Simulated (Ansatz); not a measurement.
# AsN2, from a guessed structure to a relaxed one, part 2 of 2

Starting from a made-up structure for AsN2, the aim is the relaxed cell, its shortest contacts and, where a second run follows, its electronic structure.

Ansatz 0.2.0; DFT, PBEsol, plane-wave PAW, files of the set soft_1, scalar-relativistic, no spin, cell and ions relaxed at zero pressure; PAW set soft_1 (the session's first sound run).

So far: The structure; Relaxation of the guess. The relaxed cell has a = 4.785, c = 5.620 Å (conventional setting).

### Step 3. Bands of the relaxed cell

A second self-consistent run takes a narrower smearing and the mesh shown in its input; the bands follow along the standard path of the relaxed lattice.

This step: DFT, PBEsol, plane-wave PAW, files of the set soft_1, scalar-relativistic, no spin, bands and density of states at the relaxed cell; PAW set soft_1 (Ansatz 0.2.0).

input.yaml reads:

```yaml
crystal:
  lattice:
    - [-2.3927075612, 2.3927075612, 2.8098394497]
    - [2.3927075612, -2.3927075612, 2.8098394497]
    - [2.3927075612, 2.3927075612, -2.8098394497]
  atoms:
    - { symbol: As, position: [0.75, 0.75, 0.0] }
    - { symbol: As, position: [0.25, 0.25, 0.0] }
    - { symbol: "N", position: [0.4092932707, 0.0907067293, 0.5] }
    - { symbol: "N", position: [0.9092932707, 0.4092932707, 0.3185865413] }
    - { symbol: "N", position: [0.5907067293, 0.9092932707, 0.5] }
    - { symbol: "N", position: [0.0907067293, 0.5907067293, 0.6814134587] }
kpoints:
  mp_grid: { grid: [10, 10, 10] }
  band_path:
    path:
      - [[0.0, 0.0, 0.0], [0.0, 0.0, 0.5], [-0.3625653, 0.3625653, 0.5], [-0.43128265, 0.43128265, 0.43128265], [0.0, 0.0, 0.0], [0.5, 0.5, -0.5], [0.43128265, 0.56871735, -0.43128265], [0.0, 0.5, 0.0], [0.25, 0.25, 0.25], [0.5, 0.5, -0.3625653], [0.5, 0.5, -0.5]]
      - [[0.0, 0.0, 0.5], [0.25, 0.25, 0.25]]
    npoints: 7
scf:
  occupations: { method: fermi_dirac, width: 0.03 }
  n_extra_bands: 10
hamiltonian:
  xc: pbesol
  pseudopotentials: { kind: paw, azcp: { folder: soft_1 }, xc_functional: pbe }
output:
  forces: true
  stress: true
  write_bands: true
  dos: { projected: true }
  write_density: true
  write_potential: true
  elf: true
  volumetric_format: npy
```

Launch:

```console
> ansatz run input.yaml --threads 4 --pin off --max-ram 10240MiB --backend cpu --events-out ev --progress --plain --runs-dir out
```

Numbers of over 12 decimals in the logs are rounded to 6 here.

The log of the run:

```text
[...]
Crystal: 6 atoms, lattice volume = 64.346 Å³
Basis set: ecut = 420 eV, 1273 PW (Γ), exchange–correlation on 60×60×60 points (8 copies of the dense FFT grid, shifted against one another)
Bands: 35, of which v1, the nominal top of the filled ones, is band 25 counted from 1 (24 counted from 0)
Symmetry: 16 space group operations
[...]
k-points: 102 of 1000
[...]
SCF iter   1: F=—  HF=-11135.386998 eV  |F-HF|=—  |Δ(HF+E_count)|=         —  Δρ=5.78e-2  dr2=1.11e0  ethr=3.10e-3  ⟨swp⟩=5.8  Hψ=14111  notcnv=0  defer=2
[...]
SCF iter   8: F=-11135.084231 eV  HF=-11135.084231 eV  |F-HF|=4.01e-9  |Δ(HF+E_count)|=   1.33e-8  Δρ=5.82e-6  dr2=1.79e-8  ethr=2.00e-10  ⟨swp⟩=14.0  Hψ=25342  notcnv=0
SCF 1 converged in 8 iterations: F = -11135.084231 eV  dr2 = 1.79e-8
[...]
NSCF: frozen V_eff on 79 k-points
SCF converged after 8 iterations
Free energy (F): -11135.084231 eV
[...]
Internal energy: -11135.077007 eV  (E = F + TS)
E sigma→0 (E₀):  -11135.080619 eV
Entropy (-TS):   -0.007224 eV (-1.204 meV/atom)
Fermi energy:    11.486267 eV
[...]
--- Forces (eV/Å), atoms counted from 1 ---
  atom   1  As    -0.00000000     0.00000000    -0.00000000
  atom   2  As     0.00000000     0.00000000     0.00000000
  atom   3  N     -0.00568436     0.00568436     0.00000000
  atom   4  N      0.00568436     0.00568436    -0.00000000
  atom   5  N      0.00568436    -0.00568436    -0.00000000
  atom   6  N     -0.00568436    -0.00568436     0.00000000
  max |Σ_I F_I| component: 1.47e-17 eV/Å
--- Stress (GPa, compression-positive) ---
       -0.151005       0.000000       0.000000
        0.000000      -0.151005      -0.000000
        0.000000      -0.000000       0.182380
  P = ⅓ Tr σ = -0.0399 GPa (-0.399 kbar)
--- Band table (eV; the first three rows and the last of 102) ---
  k-point 0: bands = [... 21 lower, 6.0324, 7.4081, 7.4081, 8.5316, 12.9648, 14.1378, 14.1378, 16.7511, ... 6 higher]
  k-point 1: bands = [... 21 lower, 6.0689, 7.7951, 7.8185, 8.3216, 12.0994, 13.9638, 14.9774, 15.9918, ... 6 higher]
  k-point 2: bands = [... 21 lower, 6.8891, 7.8045, 8.7269, 8.8758, 10.9008, 13.6475, 15.1485, 15.7094, ... 6 higher]
  k-point 101: bands = [... 21 lower, 7.1657, 10.7175, 10.7175, 12.1350, 13.3339, 13.3339, 13.4798, 14.6603, ... 6 higher]
```

Elapsed: 9.1 s, on 4 threads of Arm Neoverse N1, shared host; peak memory 0.47 GiB.

Numbers from this step:

- free energy: -11135.0842 eV
- energy at zero smearing: -11135.0806 eV
- smearing term TS: 0.007224 eV
- Fermi energy: 11.49 eV
- pressure: -0.03988 GPa

From bands.tsv, the bands that come nearest the Fermi level along the path, at its corners, in eV from the Fermi level:

```tsv
point	band 21	band 22	band 23	band 24	band 25	band 26	band 27	band 28
Γ	-5.87	-5.45	-4.08	-4.08	-2.95	1.48	2.65	2.65
X	-4.98	-4.40	-2.80	-0.40	0.29	0.32	1.53	1.70
Y	-5.12	-4.80	-0.63	-0.40	0.31	0.93	1.69	1.73
S	-4.80	-4.71	-1.01	-0.28	0.42	1.22	1.84	1.97
Γ	-5.87	-5.45	-4.08	-4.08	-2.95	1.48	2.65	2.65
Z	-4.78	-4.32	-0.77	-0.77	0.65	1.85	1.85	1.99
S1	-4.80	-4.71	-1.01	-0.28	0.42	1.22	1.84	1.97
N	-5.15	-5.15	-2.16	-2.16	-0.30	-0.30	1.82	1.82
P	-5.62	-5.62	-1.80	-1.80	-0.60	-0.60	1.81	1.81
Y1	-5.12	-4.80	-0.63	-0.40	0.31	0.93	1.69	1.73
Z	-4.78	-4.32	-0.77	-0.77	0.65	1.85	1.85	1.99
X	-4.98	-4.40	-2.80	-0.40	0.29	0.32	1.53	1.70
P	-5.62	-5.62	-1.80	-1.80	-0.60	-0.60	1.81	1.81
```

Counts of states for the cell as run, both spins, by energy window (eV from the Fermi level):

```csv
from,to,total
-8,-7,2.34
-7,-6,2.75
-6,-5,4.10
-5,-4,1.38
-4,-3,0.86
-3,-2,1.38
-2,-1,1.70
-1,0,2.16
0,1,1.81
1,2,2.94
2,3,2.40
3,4,2.37
4,5,2.01
5,6,2.24
```

A further 33.4 states lie below the table's range.

Valence density in the ab plane of the conventional cell at fractional z = 0.000, with atoms of N within 0.2 Å of it. It is the smooth field of the valence electrons, not physical close to the nuclei.

Values in e/Å³, 14 rows by 14 columns, each cell a mean:
```
0.2 0.2 0.3 0.6 2.0 3.2 3.6 2.7 1.5 0.8 0.4 0.2 0.2 0.2
0.2 0.2 0.2 0.6 2.1 3.5 3.2 1.8 0.7 0.3 0.2 0.1 0.2 0.2
0.3 0.2 0.1 0.3 1.1 2.1 2.0 0.9 0.3 0.1 0.1 0.2 0.3 0.4
0.6 0.2 0.1 0.2 0.3 0.6 0.6 0.4 0.2 0.1 0.2 0.6 1.1 1.1
1.3 0.4 0.2 0.1 0.1 0.2 0.3 0.2 0.2 0.2 0.5 1.6 3.0 2.8
2.3 1.0 0.4 0.2 0.2 0.2 0.2 0.2 0.2 0.2 0.7 2.2 3.5 3.5
3.1 2.3 1.3 0.6 0.3 0.2 0.2 0.2 0.2 0.2 0.5 1.5 2.8 3.4
3.4 3.5 2.8 1.1 0.4 0.2 0.2 0.2 0.2 0.2 0.3 0.6 1.1 2.1
2.8 3.5 3.0 1.1 0.3 0.2 0.2 0.2 0.2 0.1 0.1 0.2 0.4 1.1
1.5 2.2 1.6 0.6 0.2 0.1 0.2 0.3 0.4 0.3 0.1 0.1 0.2 0.6
0.5 0.7 0.5 0.2 0.1 0.2 0.4 0.9 1.2 0.9 0.4 0.1 0.1 0.3
0.2 0.2 0.2 0.1 0.1 0.3 0.8 2.2 3.1 2.3 0.9 0.3 0.1 0.2
0.2 0.2 0.2 0.2 0.3 0.7 1.5 3.1 3.5 3.1 1.2 0.4 0.2 0.2
0.2 0.2 0.2 0.4 0.9 1.8 2.7 3.4 3.1 2.2 0.9 0.3 0.2 0.2
```
Columns run along a (4.8 Å), rows up along b (4.8 Å), edges of the conventional cell, whose origin can differ from the input's. Atoms in or near the plane, at fractional coordinates: N at (0.09, 0.41), N at (0.41, 0.91), N at (0.91, 0.59), N at (0.59, 0.09).

ELF in the ab plane of the conventional cell at fractional z = 0.000, with atoms of N within 0.2 Å of it. It is the smooth field of the valence electrons, not physical close to the nuclei.

Ten even steps from '0' (0.05) to '9' (0.81), each cell a mean:
```
32279449875212
11279547620012
30059998400244
72015775103799
85100222016987
87520122128943
98873133227966
63794223213679
64894112100147
99972024430016
78630059995003
22100278799301
21014685279412
32258798589423
```
Columns run along a (4.8 Å), rows up along b (4.8 Å), edges of the conventional cell, whose origin can differ from the input's. Atoms in or near the plane, at fractional coordinates: N at (0.09, 0.41), N at (0.41, 0.91), N at (0.91, 0.59), N at (0.59, 0.09).

Electrostatic potential energy in the ab plane of the conventional cell at fractional z = 0.000, with atoms of N within 0.2 Å of it. With pseudopotentials it is smooth inside the atoms' cores, unlike the true potential.

Ten even steps from '_' (-46 eV) to '@' (14 eV), each cell a mean:
```
@@@@@@%%==____--**%%@@@@@@@@
@@@@@@@@==____==%%@@@@@@@@@@
@@@@@@@@##====##@@@@@@@@@@@@
%%@@@@@@@@@@%%@@@@@@@@@@####
**@@@@@@@@@@@@@@@@@@@@**::::
--%%@@@@@@@@@@@@@@@@%%==____
::--**%%@@@@@@@@@@@@@@++....
..__::##@@@@@@@@@@@@@@%%##==
..__::##@@@@@@@@@@@@@@@@@@##
++==**@@@@@@@@@@@@@@@@@@@@%%
@@%%@@@@@@@@@@%%##%%@@@@@@@@
@@@@@@@@@@@@%%--..--%%@@@@@@
@@@@@@@@@@%%**..__..##@@@@@@
@@@@@@@@##==--....--%%@@@@@@
```
Columns run along a (4.8 Å; values clipped at the 3rd and 97th percentile), rows up along b (4.8 Å), edges of the conventional cell, whose origin can differ from the input's. Atoms in or near the plane, at fractional coordinates: N at (0.09, 0.41), N at (0.41, 0.91), N at (0.91, 0.59), N at (0.59, 0.09).

### Step 4. Outcome

```json
{
  "space group, relaxed": "I4/mcm",
  "conventional cell": "a = 4.785, b = 4.785, c = 5.620 Å; α = 90.0°, β = 90.0°, γ = 90.0°",
  "volume per atom": "10.72 Å³ (guess 9.98)"
}
```

In words: AsN2 relaxes to I4/mcm with a = 4.785, b = 4.785 and c = 5.620 Å. The guessed volume was 7 % too small. The space group I4/mcm was held in the relaxation, so the end point is a stationary structure within it and may be a saddle against distortions or other arrangements. Bands cross the Fermi level, so it is a metal or semimetal at this level. On the 10×10×10 mesh with the narrower smearing (relaxed on 8×8×8) the largest force component is 0.006 eV/Å and the largest stress component is 0.182 GPa, against the relaxation's thresholds of 0.015 eV/Å and 0.05 GPa. The cutoff wasn't tested. No dispersion term is used, so weakly bound directions may come out too long. Nothing here tests whether the compound is stable against decomposition.

[Logs are printed without paths, hosts, clocks, repeated set-up lines and the standing remarks that a program may print on its own settings, such as how far it seeks lower states.]

[Hosts, paths, dates, database ids (printed as entryN), source tags and the programs' standing remarks are cut or masked in the printed files.]
